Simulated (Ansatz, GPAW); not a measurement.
# Work function of Mg/Cd(0001) at several levels

How far do functional and basis move the work function of Mg/Cd(0001)?

Main program and level: GPAW 26.7.0 and Ansatz 0.2.0; Ansatz plane waves; slab in vacuum with a dipole correction, relaxation; PAW set soft_1, in the first sound run; inputs show where later runs differ.

### 1. The structure

The cell holds 17 atoms: 16 Cd and 1 Mg. Cell: a = 5.960 Å, b = 5.960 Å, c = 24.879 Å, α = 90.0°, β = 90.0°, γ = 60.0°. Vacuum lies along c.

### 2. Relaxation

Forces are removed first; all later runs use this geometry. The lowest 8 atoms are held at bulk positions and keep their forces.

input.yaml

```yaml
crystal:
  lattice:
    - [5.96, 0.0, 0.0]
    - [2.98, 5.1615114066, 0.0]
    - [0.0, 0.0, 24.8788731682]
  atoms:
    - { symbol: Cd, position: [0.3333333334, 0.3333333334, 0.2813632254] }
    - { symbol: Cd, position: [0.0, 0.0, 0.3943160904] }
    - { symbol: Cd, position: [0.3333333334, 0.3333333334, 0.5072689553] }
    - { symbol: Cd, position: [0.0, 0.0, 0.6202218202] }
    - { symbol: Cd, position: [0.3333333334, 0.8333333334, 0.2813632254] }
    - { symbol: Cd, position: [0.0, 0.5, 0.3943160904] }
    - { symbol: Cd, position: [0.3333333334, 0.8333333334, 0.5072689553] }
    - { symbol: Cd, position: [0.0, 0.5, 0.6202218202] }
    - { symbol: Cd, position: [0.8333333334, 0.3333333334, 0.2813632254] }
    - { symbol: Cd, position: [0.5, 0.0, 0.3943160904] }
    - { symbol: Cd, position: [0.8333333334, 0.3333333334, 0.5072689553] }
    - { symbol: Cd, position: [0.5, 0.0, 0.6202218202] }
    - { symbol: Cd, position: [0.8333333334, 0.8333333334, 0.2813632254] }
    - { symbol: Cd, position: [0.5, 0.5, 0.3943160904] }
    - { symbol: Cd, position: [0.8333333334, 0.8333333334, 0.5072689553] }
    - { symbol: Cd, position: [0.5, 0.5, 0.6202218202] }
    - { symbol: Mg, position: [0.1666666667, 0.1666666667, 0.7186367746] }
kpoints:
  mp_grid: { grid: [6, 6, 1] }
hamiltonian:
  xc: pbe
  pseudopotentials: { kind: paw, azcp: { folder: soft_1 } }
scf:
  occupations: { method: fermi_dirac, width: 0.1 }
efield:
  axis: 3
  dipole_correction: true
  ramp_width: 0.05
relax:
  f_tol: 0.02
  max_steps: 60
  constraints: [{ sites: [0, 1, 4, 5, 8, 9, 12, 13] }]
output:
  write_potential: true
  write_density: true
  volumetric_format: npy
```

Started as:

```bash
$ ansatz run input.yaml --threads 4 --pin off --max-ram 8192MiB --backend cpu --events-out ev --progress --plain --runs-dir out
```

Numbers of over 12 decimals in the logs are rounded to 6 here.

Output:

```text
Engine: ansatz 0.2.0, aarch64-unknown-linux-gnu
Pseudopotentials: kind: paw
Pseudopotential: Cd, paw, valence charge 20, recommended cutoff 420 eV (normal), soft_1/Cd.paw.azcp
Pseudopotential: Mg, paw, valence charge 10, recommended cutoff 420 eV (normal), soft_1/Mg.paw.azcp
Functional definition: PBE
  parameter kappa = 0.804
  parameter beta = 0.066725
  exchange = pbe_x(kappa = kappa, mu = beta*pi^2/3)
  correlation = pbe_c(beta = beta)
Crystal: 17 atoms, lattice volume = 765.339 Å³
Basis set: ecut = 420 eV, 14879 PW (Γ), exchange–correlation on 80×80×360 points (8 copies of the dense FFT grid, shifted against one another)
Bands: 198, of which v1, the nominal top of the filled ones, is band 165 counted from 1 (164 counted from 0)
Symmetry: 6 space group operations
Space group: P3m1 (ITA 156), of the structure as read, at distance tolerance 9.1e-5 Å
k-points: 7 of 36 (time reversal used)
Non-local potential: Cd, projectors of the file, l = 0: 3, l = 1: 2, l = 2: 2, l = 3: 1
Non-local potential: Mg, projectors of the file, l = 0: 3, l = 1: 2, l = 2: 1
PAW form: soft (Blöchl's): semilocal exchange-correlation on the pseudo side does not see the compensation charge
PAW one-centre angular grid: Cd, 590 points (default); XC on 64 Gauss nodes
PAW one-centre angular grid: Mg, 110 points (default); XC on 64 Gauss nodes
Initial density: superposition of atomic densities (neutral atoms: chi_scale 0, normalization atom)
Initial wavefunctions: pseudopotential atomic-orbital guess
Functional: x = pbe(κ = 0.804, μ = 0.219515), c = pbe(β = 0.066725)
iter 1 solved again at ethr=1.10e-3 eV; its pass at ethr=3.10e-3 eV (dr2=3.63e0 eV) is discarded
SCF iter   1: F=—  HF=-133995.278330 eV  |F-HF|=—  |Δ(HF+E_count)|=         —  Δρ=1.96e-2  dr2=3.72e0  ethr=1.10e-3  p=-0.000 e·Å  D=-3.35e-8 V/Å  ΔV_dip=0.00 eV  dr2_dipole=1.61e-1  V_vac-E_F(+/−)=3.69/3.69 eV  ⟨swp⟩=6.1  Hψ=7281  notcnv=0  defer=1
efield: sawtooth ramp at fractional position 0.9750 (placed from the atoms, in the widest stretch of the axis that holds none; the zero of the levels goes with the place), width 0.0500; the density the first Hamiltonian is built on has a dipole p = -0.000 e·Å; the dipole correction subtracts the counter field D = -3.35e-8 V/Å, which shifts the + side's vacuum level by +0.00 eV against the − side's; the planar-averaged density in the ramp window peaks in size at 2.1e-6 e/Å³
preconditioner: auto → LDOS  [metal: Δε(μ)=0.133 eV  Ē_g=11.428 eV  σ=0.100 eV  W_gap=0.30  n_scr=174 (ndim 8)  ℏωp=18.7 eV  f_vac=0.490  D(μ)=5.12/eV (n_scr^D=8)  β→1.0]
SCF iter   2: F=—  HF=-133995.464411 eV  |F-HF|=—  |Δ(HF+E_count)|=   1.86e-1  Δρ=2.29e-2  dr2=3.10e0  ethr=1.10e-3  p=0.066 e·Å  D=1.55e-2 V/Å  ΔV_dip=-0.39 eV  dr2_dipole=3.64e-2  V_vac-E_F(+/−)=3.61/4.00 eV  ⟨swp⟩=3.3  Hψ=2838  notcnv=0  defer=49
SCF iter   3: F=—  HF=-133994.411160 eV  |F-HF|=—  |Δ(HF+E_count)|=    1.05e0  Δρ=4.52e-3  dr2=1.58e-1  ethr=9.38e-4  p=0.045 e·Å  D=1.06e-2 V/Å  ΔV_dip=-0.26 eV  dr2_dipole=1.10e-2  V_vac-E_F(+/−)=3.58/3.84 eV  ⟨swp⟩=2.1  Hψ=2690  notcnv=0  defer=110
SCF iter   4: F=—  HF=-133994.372792 eV  |F-HF|=—  |Δ(HF+E_count)|=   3.84e-2  Δρ=5.66e-4  dr2=2.87e-3  ethr=4.78e-5  p=0.049 e·Å  D=1.15e-2 V/Å  ΔV_dip=-0.29 eV  dr2_dipole=5.92e-4  V_vac-E_F(+/−)=3.58/3.86 eV  ⟨swp⟩=2.6  Hψ=2561  notcnv=0  defer=110
SCF iter   5: F=—  HF=-133994.374532 eV  |F-HF|=—  |Δ(HF+E_count)|=   1.74e-3  Δρ=2.74e-4  dr2=8.34e-4  ethr=8.71e-7  p=0.046 e·Å  D=1.09e-2 V/Å  ΔV_dip=-0.27 eV  dr2_dipole=7.53e-6  V_vac-E_F(+/−)=3.58/3.85 eV  ⟨swp⟩=2.3  Hψ=2472  notcnv=0  defer=110
SCF iter   6: F=—  HF=-133994.374359 eV  |F-HF|=—  |Δ(HF+E_count)|=   1.73e-4  Δρ=5.40e-5  dr2=2.83e-5  ethr=2.53e-7  p=0.046 e·Å  D=1.09e-2 V/Å  ΔV_dip=-0.27 eV  dr2_dipole=9.84e-7  V_vac-E_F(+/−)=3.58/3.85 eV  ⟨swp⟩=2.0  Hψ=2087  notcnv=0  defer=110
SCF iter   7: F=-133994.374361 eV  HF=-133994.374363 eV  |F-HF|=1.36e-6  |Δ(HF+E_count)|=   3.92e-6  Δρ=2.01e-5  dr2=3.69e-6  ethr=3.03e-9  p=0.045 e·Å  D=1.07e-2 V/Å  ΔV_dip=-0.27 eV  dr2_dipole=1.01e-7  V_vac-E_F(+/−)=3.59/3.85 eV  ⟨swp⟩=11.4  Hψ=12570  notcnv=0
SCF 1 converged in 7 iterations: F = -133994.374361 eV  dr2 = 3.69e-6
  greatest PAW one-centre occupation: 1.000 electrons in one spin orbital (limit 2), on the Cd atom at site 11 (counted from 0), in its partial waves of l = 0
relax step   1: F+E_penalty+E_count = -133994.37436135 eV  Δ(F+E_penalty+E_count) = +0.000e0 eV  max|allowed force component| = 3.410e-1 eV/Å  Δτ_max = 0.0000 Å  (7 SCF iters, dr2 threshold 1.00e-5 eV, accepted)
Initial density: handed on by an earlier stage of this run
Initial wavefunctions: those handed on with the density
iter 1 solved again at ethr=1.89e-5 eV; its pass at ethr=3.10e-3 eV (dr2=6.24e-2 eV) is discarded
SCF iter   1: F=—  HF=-133994.460367 eV  |F-HF|=—  |Δ(HF+E_count)|=         —  Δρ=2.34e-3  dr2=5.55e-2  ethr=1.89e-5  p=0.045 e·Å  D=1.07e-2 V/Å  ΔV_dip=-0.27 eV  dr2_dipole=7.00e-3  V_vac-E_F(+/−)=3.61/3.87 eV  ⟨swp⟩=2.0  Hψ=5472  notcnv=0  defer=64
efield: sawtooth ramp at fractional position 0.9750 (handed on by an earlier solve), width 0.0500; the density the first Hamiltonian is built on has a dipole p = 0.045 e·Å; the dipole correction subtracts the counter field D = 1.07e-2 V/Å, which shifts the + side's vacuum level by -0.27 eV against the − side's; the planar-averaged density in the ramp window peaks in size at 6.5e-6 e/Å³
preconditioner: auto → LDOS  [metal: Δε(μ)=0.103 eV  Ē_g=11.746 eV  σ=0.100 eV  W_gap=0.25  n_scr=174 (ndim 8)  ℏωp=18.7 eV  f_vac=0.482  D(μ)=4.13/eV (n_scr^D=6)  β→1.0]
SCF iter   2: F=—  HF=-133994.466029 eV  |F-HF|=—  |Δ(HF+E_count)|=   5.66e-3  Δρ=1.53e-3  dr2=4.87e-2  ethr=1.68e-5  p=0.053 e·Å  D=1.24e-2 V/Å  ΔV_dip=-0.31 eV  dr2_dipole=6.51e-3  V_vac-E_F(+/−)=3.54/3.85 eV  ⟨swp⟩=2.0  Hψ=2395  notcnv=0  defer=64
SCF iter   3: F=—  HF=-133994.457255 eV  |F-HF|=—  |Δ(HF+E_count)|=   8.77e-3  Δρ=2.83e-4  dr2=8.64e-4  ethr=1.48e-5  p=0.049 e·Å  D=1.15e-2 V/Å  ΔV_dip=-0.29 eV  dr2_dipole=1.41e-6  V_vac-E_F(+/−)=3.57/3.86 eV  ⟨swp⟩=2.0  Hψ=1994  notcnv=0  defer=64
SCF iter   4: F=—  HF=-133994.457634 eV  |F-HF|=—  |Δ(HF+E_count)|=   3.79e-4  Δρ=1.11e-4  dr2=2.41e-4  ethr=2.62e-7  p=0.050 e·Å  D=1.17e-2 V/Å  ΔV_dip=-0.29 eV  dr2_dipole=6.49e-6  V_vac-E_F(+/−)=3.56/3.85 eV  ⟨swp⟩=2.3  Hψ=2439  notcnv=0  defer=69
[...]
SCF iter   4: F=—  HF=-133994.489425 eV  |F-HF|=—  |Δ(HF+E_count)|=   1.54e-4  Δρ=9.37e-5  dr2=2.01e-4  ethr=2.44e-7  p=0.055 e·Å  D=1.30e-2 V/Å  ΔV_dip=-0.32 eV  dr2_dipole=1.10e-5  V_vac-E_F(+/−)=3.53/3.85 eV  ⟨swp⟩=2.4  Hψ=2137  notcnv=0  defer=97
SCF iter   5: F=—  HF=-133994.489396 eV  |F-HF|=—  |Δ(HF+E_count)|=   2.96e-5  Δρ=1.90e-5  dr2=4.11e-6  ethr=6.10e-8  p=0.055 e·Å  D=1.30e-2 V/Å  ΔV_dip=-0.32 eV  dr2_dipole=2.02e-10  V_vac-E_F(+/−)=3.53/3.85 eV  ⟨swp⟩=2.0  Hψ=1961  notcnv=0  defer=97
SCF iter   6: F=-133994.489398 eV  HF=-133994.489398 eV  |F-HF|=9.19e-8  |Δ(HF+E_count)|=   2.00e-6  Δρ=6.85e-6  dr2=5.01e-7  ethr=8.01e-10  p=0.055 e·Å  D=1.30e-2 V/Å  ΔV_dip=-0.32 eV  dr2_dipole=3.17e-8  V_vac-E_F(+/−)=3.53/3.85 eV  ⟨swp⟩=11.0  Hψ=10034  notcnv=0
SCF 3 converged in 6 iterations: F = -133994.489398 eV  dr2 = 5.01e-7
relax step   3: F+E_penalty+E_count = -133994.48939758 eV  Δ(F+E_penalty+E_count) = -3.180e-2 eV  max|allowed force component| = 8.553e-2 eV/Å  Δτ_max = 0.1917 Å  (6 SCF iters, dr2 threshold 2.64e-6 eV, accepted)
[...]
relax step   4: F+E_penalty+E_count = -133994.49310786 eV  Δ(F+E_penalty+E_count) = -3.710e-3 eV  max|allowed force component| = 1.276e-2 eV/Å  Δτ_max = 0.1004 Å  (5 SCF iters, dr2 threshold 1.27e-6 eV, accepted)
iter 1 solved again at ethr=7.41e-11 eV; its pass at ethr=3.10e-3 eV (dr2=2.44e-7 eV) is discarded
SCF iter   1: F=—  HF=-133994.493097 eV  |F-HF|=—  |Δ(HF+E_count)|=         —  Δρ=5.20e-6  dr2=2.45e-7  ethr=7.41e-11  p=0.056 e·Å  D=1.32e-2 V/Å  ΔV_dip=-0.33 eV  dr2_dipole=3.54e-8  V_vac-E_F(+/−)=3.52/3.84 eV  ⟨swp⟩=1.0  Hψ=3258  notcnv=0  defer=101
efield: sawtooth ramp at fractional position 0.9750 (handed on by an earlier solve), width 0.0500; the density the first Hamiltonian is built on has a dipole p = 0.056 e·Å; the dipole correction subtracts the counter field D = 1.32e-2 V/Å, which shifts the + side's vacuum level by -0.33 eV against the − side's; the planar-averaged density in the ramp window peaks in size at 1.2e-5 e/Å³
preconditioner: auto → LDOS  [metal: Δε(μ)=0.192 eV  Ē_g=11.664 eV  σ=0.100 eV  W_gap=0.44  n_scr=174 (ndim 8)  ℏωp=18.7 eV  f_vac=0.474  D(μ)=3.32/eV (n_scr^D=6)  β→1.0]
SCF iter   2: F=—  HF=-133994.493108 eV  |F-HF|=—  |Δ(HF+E_count)|=   1.11e-5  Δρ=4.35e-6  dr2=2.87e-7  ethr=7.41e-11  p=0.056 e·Å  D=1.32e-2 V/Å  ΔV_dip=-0.33 eV  dr2_dipole=2.35e-8  V_vac-E_F(+/−)=3.52/3.84 eV  ⟨swp⟩=2.9  Hψ=2358  notcnv=0  defer=101
SCF iter   3: F=-133994.493108 eV  HF=-133994.493108 eV  |F-HF|=3.38e-8  |Δ(HF+E_count)|=   5.83e-8  Δρ=1.42e-6  dr2=4.14e-8  ethr=3.03e-11  p=0.056 e·Å  D=1.32e-2 V/Å  ΔV_dip=-0.33 eV  dr2_dipole=3.13e-10  V_vac-E_F(+/−)=3.52/3.84 eV  ⟨swp⟩=7.1  Hψ=9468  notcnv=0
SCF 5 converged in 3 iterations: F = -133994.493108 eV  dr2 = 4.14e-8
relax step   5: F+E_penalty+E_count = -133994.49310799 eV  Δ(F+E_penalty+E_count) = -1.363e-7 eV  max|allowed force component| = 1.275e-2 eV/Å  Δτ_max = 0.0000 Å  (3 SCF iters, accepted)
NSCF: frozen V_eff on 7 k-points
the band table was solved once a step of the walk had ended and its energy, with any forces and stress, was formed, with the checks that follow a solve (5676 applications of the Hamiltonian). They found nothing against the state; the energy, forces and stress were not computed again (output.eigenvalues in the input reference)
WARN: The output density's exchange-correlation potential varies sharply where the density is thin. Do not read a vacuum level from v_tot or v_xc, or from such a field of the output density. On a cell that repeats whose density bears no net charge and no dipole along the vacuum's axis use v_es (v_loc + v_h of the components); under efield.dipole_correction with no amplitude use v_es + v_field, which holds any externa [...]
SCF converged after 3 iterations
Free energy (F): -133994.493108 eV
Harris-Foulkes:  -133994.493108 eV  (|F-HF|=3.38e-8)
Internal energy: -133994.372203 eV  (E = F + TS)
E sigma→0 (E₀):  -133994.432656 eV
Entropy (-TS):   -0.120905 eV (-7.112 meV/atom)
Fermi energy:    4.935556 eV
Dipole field:    D = 0.013211 V/Å  (p = 0.055878 e·Å, saw-weighted, corrected)
Work function:   Φ+ = 3.5161 eV   Φ− = 3.8449 eV
Levels:          The Fermi level and band energies are counted from a zero that moves with the ramp; work functions are not
--- Per-component energies (eV) ---
  E_band       = -9782.222847
  E_kinetic    = 7114.967369
  E_local      = -412147.420368  (includes V_loc(G=0)·N_el)
  E_nonlocal   = 2089.062021
  E_hartree    = 202629.849434
  E_xc         = -2537.293611
  E_vxc        = -3179.379370  (∫ρ·V_xc dr)
  E_paw        = -65864.883583  (= ΣΔE_a)
  E_vpaw       = -8923.026675  (= ΣTr[D̂ρ^β])
  E_aug_tail   = 0.005716  (compensation charges beyond the density's cutoff)
  E_efield     = 0.000369  (sawtooth field / dipole correction)
  E_vefield    = 3.906007  (∫n·V_field dr)
  E_ewald      = 134721.340448
  E_smearing   = -0.120905  (= −TS)
  E_closure    = 0.000000  (closes the sum)
  Σ components = -133994.493108   (vs F -133994.493108, Δ=0.00e0)
--- Forces (eV/Å), atoms counted from 1 ---
  atom   1  Cd     0.02798470     0.01615697    -0.11721507
  atom   2  Cd    -0.01979773    -0.01143023     0.11544923
  atom   3  Cd    -0.00340979    -0.00196864     0.00065222
  atom   4  Cd    -0.00209544    -0.00120980     0.00578579
  atom   5  Cd     0.00000000    -0.03231394    -0.11721507
  atom   6  Cd    -0.00000000     0.02286045     0.11544923
  atom   7  Cd     0.00000000     0.00393729     0.00065222
  atom   8  Cd    -0.00000000     0.00241961     0.00578579
  atom   9  Cd    -0.02798470     0.01615697    -0.11721507
  atom  10  Cd     0.01979773    -0.01143023     0.11544923
  atom  11  Cd     0.00340979    -0.00196864     0.00065222
  atom  12  Cd     0.00209544    -0.00120980     0.00578579
  atom  13  Cd     0.00000000     0.00000000    -0.10873980
  atom  14  Cd    -0.00000000    -0.00000000     0.11629996
  atom  15  Cd     0.00000000     0.00000000    -0.00845880
  atom  16  Cd    -0.00000000    -0.00000000    -0.00036275
  atom  17  Mg    -0.00000000    -0.00000000    -0.01275126
  max |Σ_I F_I| component: 3.83e-6 eV/Å
--- Band table (eV; the first three rows and the last of 7) ---
  k-point 0: bands = [... 161 lower, 3.5586, 3.7197, 3.7398, 3.7398, 4.0008, 5.1536, 5.1536, 5.2071, ... 29 higher]
  k-point 1: bands = [... 161 lower, 3.8640, 4.0668, 4.2069, 4.4016, 4.4032, 5.3974, 5.4302, 5.5727, ... 29 higher]
  k-point 2: bands = [... 161 lower, 3.5402, 3.6040, 4.4078, 4.7945, 4.8585, 5.6173, 6.0315, 6.2991, ... 29 higher]
  k-point 6: bands = [... 161 lower, 5.0508, 5.0808, 5.3681, 5.4004, 5.5861, 5.7898, 5.9600, 5.9643, ... 29 higher]
--- Relaxed structure (5 steps of the walk, 5 accepted, 0 SCFs on fresh bases) ---
  F+E_penalty+E_count = -133994.49310799 eV   max|allowed force component| = 1.275e-2 eV/Å
  atoms:
    - { symbol: Cd, position: [0.333333, 0.333333, 0.2813632254] }
    - { symbol: Cd, position: [8.16340459093134e-18, 8.163404590931344e-18, 0.3943160904] }
    - { symbol: Cd, position: [0.333511, 0.333511, 0.514702] }
    - { symbol: Cd, position: [-0.00131422, -0.00131422, 0.632266] }
    - { symbol: Cd, position: [0.333333, 0.833333, 0.2813632254] }
    - { symbol: Cd, position: [-2.7755575615628914e-17, 0.5, 0.3943160904] }
    - { symbol: Cd, position: [0.333511, 0.832977, 0.514702] }
    - { symbol: Cd, position: [-0.00131422, 0.502628, 0.632266] }
    - { symbol: Cd, position: [0.833333, 0.333333, 0.2813632254] }
    - { symbol: Cd, position: [0.500000, 8.163404590931344e-18, 0.3943160904] }
    - { symbol: Cd, position: [0.832977, 0.333511, 0.514702] }
    - { symbol: Cd, position: [0.502628, -0.00131422, 0.632266] }
    - { symbol: Cd, position: [0.833333, 0.833333, 0.2813632254] }
    - { symbol: Cd, position: [0.5, 0.5, 0.3943160904] }
    - { symbol: Cd, position: [0.833333, 0.833333, 0.511749] }
    - { symbol: Cd, position: [0.5, 0.5, 0.631508] }
    - { symbol: Mg, position: [0.166667, 0.166667, 0.738085] }
```

It took 1.8 min on 4 threads of Arm Neoverse V2, shared host; peak memory 3.1 GiB; 7.2 min of CPU time.

Step by step:

| step | energy less that of the first step (eV) | largest force component (eV/Å) |
| --- | --- | --- |
| 1 | 0.0000 | 0.3410 |
| 2 | -0.0832 | 0.2056 |
| 3 | -0.1150 | 0.0855 |
| 4 | -0.1187 | 0.0128 |
| 5 | -0.1187 | 0.0128 |

The run keeps the 6 symmetry operations that it works with, so distortions that break them were not tested.

The atoms that moved most (Å):

| atom | dx | dy | dz | length |
| --- | --- | --- | --- | --- |
| Mg17 | 0.000 | 0.000 | 0.484 | 0.484 |
| Cd4 | -0.012 | -0.007 | 0.300 | 0.300 |
| Cd12 | 0.012 | -0.007 | 0.300 | 0.300 |
| Cd8 | 0.000 | 0.014 | 0.300 | 0.300 |
| Cd16 | 0.000 | 0.000 | 0.281 | 0.281 |
| Cd7 | 0.000 | -0.002 | 0.185 | 0.185 |
| Cd11 | -0.002 | 0.001 | 0.185 | 0.185 |
| Cd3 | 0.002 | 0.001 | 0.185 | 0.185 |

This step gave:

| Item | Value |
| --- | --- |
| free energy | -133994.4931 eV |
| smearing term TS | 0.1209 eV |
| symmetry operations | 6 |
| upper work function | 3.516 eV |
| lower work function | 3.845 eV |
| dipole along the normal | 0.05588 e·Å |
| dipole field | 0.01321 V/Å |
| vacuum level above | 8.452 eV |
| vacuum level below | 8.780 eV |

The electrostatic potential energy of an electron (with the applied field's), less the Fermi level, planar mean oscillates, so the rows of the table below give means over windows of 2.9 Å about each position, cut where the curve ends. Its maxima inside the range that stand out by 2 % of the span (Å: eV): 8.4: 1.21, 11.3: 1.71, 14.2: 1.60, 17.4: 2.02. Its minima: 7.0: -11.7, 9.8: -11.8, 12.9: -11.8, 15.8: -11.8, 18.4: -1.70.

Electrostatic potential energy of an electron (with the applied field's), less the Fermi level, planar mean against z; means over each step:

z (Å), electrostatic potential energy of an electron (with the applied field's), less the Fermi level, planar mean (eV) and a bar from the least value:
```
     1.45        3.8 ##############################
     4.35        3.5 #############################
     7.25       -4.8 
    10.15       -4.8 
    13.05       -4.8 
    15.95       -4.8 
    18.85        1.2 #####################
    21.75        3.5 #############################
    24.65        3.5 #############################
```

The valence density, planar mean oscillates, so the rows of the table below give means over windows of 2.83 Å about each position, cut where the curve ends. Its maxima inside the range that stand out by 2 % of the span (Å: e/Å³): 7.0: 2.69, 9.8: 2.71, 12.9: 2.65, 15.8: 2.70, 18.4: 0.436. Its minima: 8.4: 0.106, 11.3: 0.0873, 14.2: 0.0909, 17.6: 0.0425.

Valence density, planar mean against z; means over each step:

| z (Å) | valence density, planar mean (e/Å³) |
| --- | --- |
| 1.42 | 8.1e-6 |
| 4.25 | 0.00829 |
| 7.08 | 0.914 |
| 9.91 | 0.917 |
| 12.73 | 0.915 |
| 15.57 | 0.914 |
| 18.39 | 0.121 |
| 21.23 | 0.00189 |
| 24.05 | 7.3e-6 |

The relaxation lowered the energy of the cell by 0.119 eV.

(Continued in part 2 of 3.)

[Logs are printed without paths, hosts, clocks, repeated set-up lines and the standing remarks that a program may print on its own settings, such as how far it seeks lower states.]

[Hosts, paths, dates, database ids (printed as entryN), source tags and the programs' standing remarks are cut or masked in the printed files.]
